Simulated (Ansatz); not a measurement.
**InH (model cell, started as wurtzite): the cell at rest**

Aim: bring InH (model cell, started as wurtzite) to small forces and stress, as phonons need.

Program: Ansatz 0.2.0. Level of theory: DFT PBEsol, scalar-relativistic, plane waves, PAW. Results are calculated unless marked as measured.

The structure was built from a prototype and need not be the compound's stable phase.

## Step 1: Starting point

The structure is hexagonal, space group P6_3mc (No. 186). Conventional cell: a = 4.145 Å, b = 4.145 Å, c = 6.768 Å, α = 90.00°, β = 90.00°, γ = 120.00°. Nearest to In lie 4 H at 2.54 Å. H has 4 In at 2.54 Å nearest. Farther neighbours are not listed.

Coordinates:

```cif
data_structure
_symmetry_space_group_name_H-M 'P 1'
_symmetry_Int_Tables_number 1
_cell_length_a 4.1445
_cell_length_b 4.1445
_cell_length_c 6.7680
_cell_angle_alpha 90.000
_cell_angle_beta 90.000
_cell_angle_gamma 120.000
_cell_volume 100.68
loop_
_atom_site_label
_atom_site_type_symbol
_atom_site_fract_x
_atom_site_fract_y
_atom_site_fract_z
_atom_site_occupancy
In1 In 0.33333 0.66667 0.00000 1
In2 In 0.66667 0.33333 0.50000 1
H3 H 0.33333 0.66667 0.37500 1
H4 H 0.66667 0.33333 0.87500 1
```

## Step 2: Probe on a coarse mesh

A quick single point on a coarse mesh tells whether the cell has a gap and how far it is from rest, which sets the k mesh and smearing that follow.

input.yaml reads:

```yaml
crystal:
  lattice:
    - [4.14454, 0.0, 0.0]
    - [-2.07227, 3.58927, 0.0]
    - [0.0, 0.0, 6.76803]
  atoms:
    - { symbol: In, position: [0.333333, 0.666667, 0.0] }
    - { symbol: In, position: [0.666667, 0.333333, 0.5] }
    - { symbol: H, position: [0.333333, 0.666667, 0.375] }
    - { symbol: H, position: [0.666667, 0.333333, 0.875] }
kpoints:
  mp_grid: { grid: [6, 6, 4] }
hamiltonian:
  xc: pbesol
scf:
  occupations: { method: gaussian, width: 0.1 }
output:
  forces: true
  stress: true
  eigenvalues: true
```

Started as:

```sh
> ansatz run input.yaml --threads 4 --pin off --max-ram 7168MiB --backend cpu --events-out ev --progress --plain --runs-dir out
```

Numbers of over 12 decimals in the logs are rounded to 6 here.

What it wrote:

```text
[...]
P = ⅓ Tr σ = -4.7125 GPa (-47.125 kbar)
--- Band table (eV; the first three rows and the last of 21) ---
  k-point 0: bands = [... 10 lower, -3.5559, -1.2709, 1.0952, 5.9824, 6.5526, 8.1593, 8.1593, 9.3168]
  k-point 1: bands = [... 10 lower, -3.3621, -1.9178, 2.0871, 5.4330, 6.7072, 8.3111, 8.3111, 8.3141]
  k-point 2: bands = [... 10 lower, -2.7913, -2.7913, 3.8808, 3.8808, 7.2212, 7.2212, 8.7064, 8.7064]
  k-point 20: bands = [... 10 lower, -0.2797, -0.2797, 0.9570, 0.9570, 3.9865, 3.9865, 7.4557, 7.4557]
[key lines of the parts left out:]
SCF converged after 6 iterations
Free energy (F): -11079.456118 eV
Fermi energy:    3.943277 eV
```

Run time: 0.8 s. Hardware: 4 threads of Arm Neoverse V2, shared host; peak memory 0.33 GiB; 2.7 s of CPU time.

Numbers from this step:

| Quantity | Value |
| --- | --- |
| pressure | -4.712 GPa |
| volume per atom | 25.17 Å³ |
| gap on the k-mesh | 0 eV |

The coarse mesh shows no gap and a pressure of -4.7 GPa.

## Step 3: Relaxation, k-mesh 12×12×6

Harmonic phonons are second derivatives at a point where the forces vanish, and they are wanted at zero stress, so atoms and cell are relaxed first.

input.yaml, as its differences from that of step 2:

```diff
@@ -11,3 +11,3 @@
 kpoints:
-  mp_grid: { grid: [6, 6, 4] }
+  mp_grid: { grid: [12, 12, 6] }
 hamiltonian:
@@ -20 +20,10 @@
   eigenvalues: true
+  write_density: true
+  write_potential: true
+  elf: true
+  volumetric_format: npy
+relax:
+  adjacent_minimum: "off"
+  f_tol: 0.005
+  max_steps: 80
+  cell: { stress_tol: 0.05 }
```

What it wrote:

```text
[...]
Crystal: 4 atoms, lattice volume = 100.680 Å³
Basis set: ecut = 420 eV, 1967 PW (Γ), exchange–correlation on 60×60×96 points (8 copies of the dense FFT grid, shifted against one another)
Bands: 18, of which v1, the nominal top of the filled ones, is band 14 counted from 1 (13 counted from 0)
Symmetry: 12 space group operations
[...]
k-points: 76 of 864 (time reversal used)
[...]
SCF iter   1: F=—  HF=-11079.469075 eV  |F-HF|=—  |Δ(HF+E_count)|=         —  Δρ=6.24e-3  dr2=4.32e-2  ethr=1.77e-3  ⟨swp⟩=5.8  Hψ=6695  notcnv=0
[...]
SCF iter   7: F=-11079.453284 eV  HF=-11079.453284 eV  |F-HF|=1.07e-9  |Δ(HF+E_count)|=   9.33e-8  Δρ=1.79e-6  dr2=2.74e-9  ethr=3.57e-10  ⟨swp⟩=9.7  Hψ=10278  notcnv=0
SCF 1 converged in 7 iterations: F = -11079.453284 eV  dr2 = 2.74e-9
[...]
relax step   1: F+E_penalty+E_count = -11079.45328393 eV  Δ(F+E_penalty+E_count) = +0.000e0 eV  max|allowed force component| = 3.414e-2 eV/Å  Δτ_max = 0.0000 Å  P = -5.099 GPa  Ω = 100.680 Å³  (7 SCF iters, dr2 threshold 1.00e-7 eV, accepted)
Crystal: 4 atoms, lattice volume = 87.046 Å³
Basis set: ecut = 420 eV, 1737 PW (Γ), exchange–correlation on 60×60×96 points (8 copies of the dense FFT grid, shifted against one another)
[...]
iter 1 solved again at ethr=2.43e-5 eV; its pass at ethr=3.10e-3 eV (dr2=6.80e-3 eV) is discarded
[...]
SCF iter   6: F=-11079.889901 eV  HF=-11079.889901 eV  |F-HF|=2.60e-8  |Δ(HF+E_count)|=   2.70e-7  Δρ=5.76e-6  dr2=3.87e-8  ethr=1.43e-9  ⟨swp⟩=9.2  Hψ=9814  notcnv=0
SCF 2 converged in 6 iterations: F = -11079.889901 eV  dr2 = 3.87e-8
relax step   2: F+E_penalty+E_count = -11079.88990086 eV  Δ(F+E_penalty+E_count) = -4.366e-1 eV  max|allowed force component| = 3.429e-2 eV/Å  Δτ_max = 0.0107 Å  P = -4.888 GPa  Ω = 87.046 Å³  energy of the carried Pulay correction = +4.218e-3 eV  (6 SCF iters, dr2 threshold 4.00e-7 eV, accepted)
Crystal: 4 atoms, lattice volume = 74.670 Å³
Basis set: ecut = 420 eV, 1449 PW (Γ), exchange–correlation on 60×60×96 points (8 copies of the dense FFT grid, shifted against one another)
[...]
SCF iter   6: F=-11080.227866 eV  HF=-11080.227866 eV  |F-HF|=2.11e-8  |Δ(HF+E_count)|=   2.72e-7  Δρ=5.79e-6  dr2=3.08e-8  ethr=1.43e-9  ⟨swp⟩=9.4  Hψ=10043  notcnv=0
SCF 3 converged in 6 iterations: F = -11080.227866 eV  dr2 = 3.08e-8
relax step   3: F+E_penalty+E_count = -11080.22786623 eV  Δ(F+E_penalty+E_count) = -3.380e-1 eV  max|allowed force component| = 3.291e-2 eV/Å  Δτ_max = 0.0130 Å  P = -3.376 GPa  Ω = 74.670 Å³  energy of the carried Pulay correction = +8.618e-3 eV  (6 SCF iters, dr2 threshold 4.00e-7 eV, accepted)
[... from here on, the SCF cycles and remarks between the steps are left out ...]
relax step   4: F+E_penalty+E_count = -11080.33306584 eV  Δ(F+E_penalty+E_count) = -1.052e-1 eV  max|allowed force component| = 1.992e-2 eV/Å  Δτ_max = 0.0297 Å  P = +1.523 GPa  Ω = 63.261 Å³  energy of the carried Pulay correction = +1.326e-2 eV  (6 SCF iters, dr2 threshold 4.00e-7 eV, accepted)
relax step   5: F+E_penalty+E_count = -11080.35182295 eV  Δ(F+E_penalty+E_count) = -1.876e-2 eV  max|allowed force component| = 1.495e-2 eV/Å  Δτ_max = 0.0328 Å  P = +0.810 GPa  Ω = 64.253 Å³  energy of the carried Pulay correction = +1.283e-2 eV  (5 SCF iters, dr2 threshold 4.00e-7 eV, accepted)
relax step   6: F+E_penalty+E_count = -11080.40403480 eV  Δ(F+E_penalty+E_count) = -5.221e-2 eV  max|allowed force component| = 7.172e-2 eV/Å  Δτ_max = 0.0407 Å  P = -0.242 GPa  Ω = 65.417 Å³  energy of the carried Pulay correction = +1.234e-2 eV  (5 SCF iters, dr2 threshold 4.00e-7 eV, accepted)
relax step   7: F+E_penalty+E_count = -11080.43271131 eV  Δ(F+E_penalty+E_count) = -2.868e-2 eV  max|allowed force component| = 7.570e-2 eV/Å  Δτ_max = 0.0976 Å  P = -0.431 GPa  Ω = 64.343 Å³  energy of the carried Pulay correction = +1.279e-2 eV  (6 SCF iters, dr2 threshold 4.00e-7 eV, accepted)
relax step   8: F+E_penalty+E_count = -11080.43355906 eV  Δ(F+E_penalty+E_count) = -8.478e-4 eV  max|allowed force component| = 1.732e-2 eV/Å  Δτ_max = 0.0247 Å  P = +0.959 GPa  Ω = 62.280 Å³  energy of the carried Pulay correction = +1.369e-2 eV  (5 SCF iters, dr2 threshold 4.00e-7 eV, rejected (line search))
relax step   9: F+E_penalty+E_count = -11080.43666276 eV  Δ(F+E_penalty+E_count) = -3.951e-3 eV  max|allowed force component| = 1.389e-3 eV/Å  Δτ_max = 0.0198 Å  P = -0.100 GPa  Ω = 63.817 Å³  energy of the carried Pulay correction = +1.302e-2 eV  (7 SCF iters, accepted)
relax step  10: F+E_penalty+E_count = -11080.43750858 eV  Δ(F+E_penalty+E_count) = -8.458e-4 eV  max|allowed force component| = 3.560e-3 eV/Å  Δτ_max = 0.0027 Å  P = +0.027 GPa  Ω = 63.672 Å³  energy of the carried Pulay correction = +1.308e-2 eV  (4 SCF iters, dr2 threshold 4.00e-7 eV, accepted)
relax step  11: F+E_penalty+E_count = -11080.42121755 eV  Δ(F+E_penalty+E_count) = +1.629e-2 eV  max|allowed force component| = 2.996e-3 eV/Å  Δτ_max = 0.0406 Å  P = +0.425 GPa  Ω = 63.954 Å³  energy of the carried Pulay correction = +1.296e-2 eV  (6 SCF iters, dr2 threshold 1.51e-7 eV, rejected (line search))
relax step  12: F+E_penalty+E_count = -11080.43790420 eV  Δ(F+E_penalty+E_count) = -3.956e-4 eV  max|allowed force component| = 8.507e-5 eV/Å  Δτ_max = 0.0110 Å  P = +0.065 GPa  Ω = 63.829 Å³  energy of the carried Pulay correction = +1.302e-2 eV  (9 SCF iters, accepted)
relax step  13: F+E_penalty+E_count = -11080.43812621 eV  Δ(F+E_penalty+E_count) = -2.220e-4 eV  max|allowed force component| = 6.428e-4 eV/Å  Δτ_max = 0.0040 Å  P = +0.009 GPa  Ω = 63.831 Å³  energy of the carried Pulay correction = +1.301e-2 eV  (4 SCF iters, dr2 threshold 1.80e-7 eV, accepted)
Basis set: ecut = 420 eV, 1257 PW (Γ), exchange–correlation on 48×48×90 points (8 copies of the dense FFT grid, shifted against one another)
[...]
SCF iter   6: F=-11080.433227 eV  HF=-11080.433227 eV  |F-HF|=5.46e-12  |Δ(HF+E_count)|=  4.18e-11  Δρ=1.08e-7  dr2=1.11e-11  ethr=1.00e-12  ⟨swp⟩=6.1  Hψ=6190  notcnv=0
SCF 14 converged in 6 iterations: F = -11080.433227 eV  dr2 = 1.11e-11
relax step  14: F+E_penalty+E_count = -11080.43322726 eV  Δ(F+E_penalty+E_count) = +4.899e-3 eV  max|allowed force component| = 7.827e-4 eV/Å  Δτ_max = 0.0000 Å  P = -0.040 GPa  Ω = 63.831 Å³  stress off target by 4.80e-2 GPa  SCF on the basis re-selected at this cell (its energy is not comparable with the rows above)  (6 SCF iters)
basis re-selected at this cell: Δ(F+E_penalty+E_count) = +4.899e-3 eV, ΔP = -0.049 GPa vs the last step (what re-selecting the basis moved, of the pressure what is left beyond the Pulay correction that the steps carried, after the strain that the cell walked since its last selection, with what the two solves' SCF thresholds leave and, on support functions, any second-order correction that the steps lacked; it is no measure of the basis error at this ecutwfc). The dense FFT grid was sized anew with the basis: this SCF ran on 24×24×45 points, the steps before it on 30×30×48, so part of this shift can come from that change (see relax.cell in the input reference). [rest of the remark cut]
SCF converged after 6 iterations
Free energy (F): -11080.433227 eV
[...]
Internal energy: -11080.427611 eV  (E = F + TS)
E sigma→0 (E₀):  -11080.430419 eV
Entropy (-TS):   -0.005616 eV (-1.404 meV/atom)
Fermi energy:    8.389326 eV
[...]
--- Forces (eV/Å), atoms counted from 1 ---
  atom   1  In    -0.00000000    -0.00000000    -0.00078281
  atom   2  In     0.00000000     0.00000000    -0.00078281
  atom   3  H      0.00000000    -0.00000000     0.00078260
  atom   4  H     -0.00000000     0.00000000     0.00078260
  max |Σ_I F_I| component: 4.04e-7 eV/Å
--- Stress (GPa, compression-positive) ---
       -0.036450       0.000000       0.000000
        0.000000      -0.036450      -0.000000
        0.000000      -0.000000      -0.047988
  P = ⅓ Tr σ = -0.0403 GPa (-0.403 kbar)
--- Band table (eV; the first three rows and the last of 76) ---
  k-point 0: bands = [... 10 lower, -1.8325, 1.2767, 2.8969, 10.9381, 14.0226, 14.3552, 16.3005, 16.3005]
  k-point 1: bands = [... 10 lower, -1.7303, 0.6693, 3.7035, 10.1605, 14.1330, 14.3461, 16.3908, 16.3908]
  k-point 2: bands = [... 10 lower, -1.4222, -0.1934, 5.1558, 8.5634, 14.2378, 14.3222, 16.6506, 16.6506]
  k-point 75: bands = [... 10 lower, 3.2948, 3.2948, 5.8977, 5.8977, 7.7050, 7.7050, 12.2341, 12.2341]
--- Relaxed structure (13 steps of the walk, 11 accepted, 1 SCFs on fresh bases) ---
  F+E_penalty+E_count = -11080.43322726 eV   max|allowed force component| = 7.827e-4 eV/Å   (the final SCF, on the basis selected at the relaxed cell)
  cell:  # Å, volume = 63.8307 Å³
    - [3.373416, 0.0, 0]
    - [-1.686708, 2.921464, 0]
    - [0, 0, 6.476786]
  atoms:
    - { symbol: In, position: [0.333333, 0.666667, 0.028810] }
    - { symbol: In, position: [0.666667, 0.333333, 0.528810] }
    - { symbol: H, position: [0.333333, 0.666667, 0.346190] }
    - { symbol: H, position: [0.666667, 0.333333, 0.846190] }
```

Wall time 42 s (4 threads); peak memory 0.53 GiB.

Step by step:

```tsv
step	energy less that of the first step (eV)	largest force component (eV/Å)	pressure (GPa)	volume (Å³)
1	0.0000	0.0341	-5.10	100.68
2	-0.4366	0.0343	-4.89	87.05
3	-0.7746	0.0329	-3.38	74.67
4	-0.8798	0.0199	1.52	63.26
5	-0.8985	0.0149	0.81	64.25
6	-0.9508	0.0717	-0.24	65.42
7	-0.9794	0.0757	-0.43	64.34
8	-0.9803	0.0173	0.96	62.28
9	-0.9834	0.0014	-0.10	63.82
10	-0.9842	0.0036	0.03	63.67
11	-0.9679	0.0030	0.43	63.95
12	-0.9846	0.0001	0.07	63.83
13	-0.9848	0.0006	0.01	63.83
14*	-0.9799	0.0008	-0.04	63.83
```

Relaxation steps marked * repeat the geometry before them on a plane-wave basis chosen anew for their cell, so energy and pressure can jump there. Relaxation steps 8, 11 were tried and not accepted.

Forces are held to the 12 operations that the run works with; a distortion that breaks them can't arise in this run.

```tsv
cell as run	before	after	change
a (Å)	4.145	3.373	-18.6 %
b (Å)	4.145	3.373	-18.6 %
c (Å)	6.768	6.477	-4.3 %
volume (Å³/atom)	25.17	15.96	-36.6 %
```

The atoms that moved most (Å, as changes of fractional coordinates times the final cell):

```tsv
atom	dx	dy	dz	length
H4	0.000	0.000	-0.187	0.187
In1	0.000	0.000	0.187	0.187
In2	0.000	0.000	0.187	0.187
H3	0.000	0.000	-0.187	0.187
```

The relaxed structure:

```xyz
4
Lattice="3.3734 0.0000 0.0000 -1.6867 2.9215 0.0000 0.0000 0.0000 6.4768" Properties=species:S:1:pos:R:3 pbc="T T T"
In    0.0000    1.9476    0.1866
In    1.6867    0.9738    3.4250
H     0.0000    1.9476    2.2422
H     1.6867    0.9738    5.4806
```

This step gave:

```
pressure        : -0.04030 GPa
volume per atom : 15.96 Å³
```

Electrostatic potential energy in the ac plane at fractional y = 0.333, with atoms of In and H within 0.2 Å of it. With pseudopotentials it is smooth inside the atoms' cores, unlike the true potential.

Ten even steps from '0' (-35 eV) to '9' (11 eV), each cell a mean:
```
88777889999999999
98888899998888999
99999999985226999
99999999983005899
99999999986347999
99999999998889999
99999999988888999
99999998876556789
99999987532112468
89999985310000136
89999874100000025
89999874100000025
89999986310000146
99999987642223468
99999998876666789
99999999988888999
99999999999999999
99999999999999999
99999999999999999
99999999999999999
98888899999999999
87777889999999998
87666788999999998
87666788999999998
```
Columns run along a (3.4 Å; values clipped at the 3rd and 97th percentile), rows up along c (6.5 Å). Atoms in or near the plane, at fractional coordinates: In at (0.67, 0.53), H at (0.67, 0.85).

Valence density in the ac plane at fractional y = 0.333, with atoms of In and H within 0.2 Å of it. It is the smooth field of the valence electrons, not physical close to the nuclei.

Ten steps, logarithmic in the rise over the least value, from '_' (0 e/Å³) to '@' (11 e/Å³), each cell a mean:
```
::::::--::::::........::::........
....::::::........::::----::::....
................::--======--::....
______________..::--==++++==::....
______________....::--====--::....
______________....::::----::::..__
______________....::::::::::::....
____________....::----====----::..
....______....::==++**##****++--::
::..____....::--++##%%%%%%%%**++--
::..........::==**%%@@@@@@@@##++==
::..........::==**%%@@@@@@@@##++--
::..........::--++##%%%%%%##**++--
..............::--++******++==--::
................::----------::::..
______________........::::........
__________________________________
__________________________________
__________________________________
............______________________
....::::::......________________..
::::------::::....____________....
::----------::......________......
::----------::..................::
```
Columns run along a (3.4 Å), rows up along c (6.5 Å). Atoms in or near the plane, at fractional coordinates: In at (0.67, 0.53), H at (0.67, 0.85).

ELF in the ac plane at fractional y = 0.333, with atoms of In and H within 0.2 Å of it. It is the smooth field of the valence electrons, not physical close to the nuclei.

Ten even steps from '_' (0.00) to '@' (1.00), each cell a mean:
```
::::::::::::::::--==++****++--::::
::::::::::::::--==**%%%%%%##++--::
::::::::::::::--**%%@@@@@@@@%%++--
::..........::==##@@@@@@@@@@@@**--
............::==##%%@@@@@@@@%%**--
....______..::--==****####**++==::
......__....::::--------------::::
::........::::::::::::::::::::::::
::::::..::::::::::::::....::::::::
::::::::::::::::::..________::::::
::::::::::::::::::__________..::::
::::::::::::::::::__________..::::
::::::::::::::::::..______..::::::
::::::::::::::::::::::::::::::::::
::::------::::::::::::::::::::::::
::::------::::::::::::::::::::::::
..::----::::..........::::........
..::::::::::......................
..::::::::::........________......
::::::::::::::::......____......::
::::::::::::::::::............::::
::::::::::::::::::..........::::::
::::::::::::::::::::........::::::
::::::::::::::::::::::::::::::::::
```
Columns run along a (3.4 Å), rows up along c (6.5 Å). Atoms in or near the plane, at fractional coordinates: In at (0.67, 0.53), H at (0.67, 0.85).

In this step the volume went from 25.17 to 15.96 Å³/atom.

(Part 1 of 2 ends here.)

[Logs are printed without paths, hosts, clocks, repeated set-up lines and the standing remarks that a program may print on its own settings, such as how far it seeks lower states.]

[Hosts, paths, dates, database ids (printed as entryN), source tags and the programs' standing remarks are cut or masked in the printed files.]
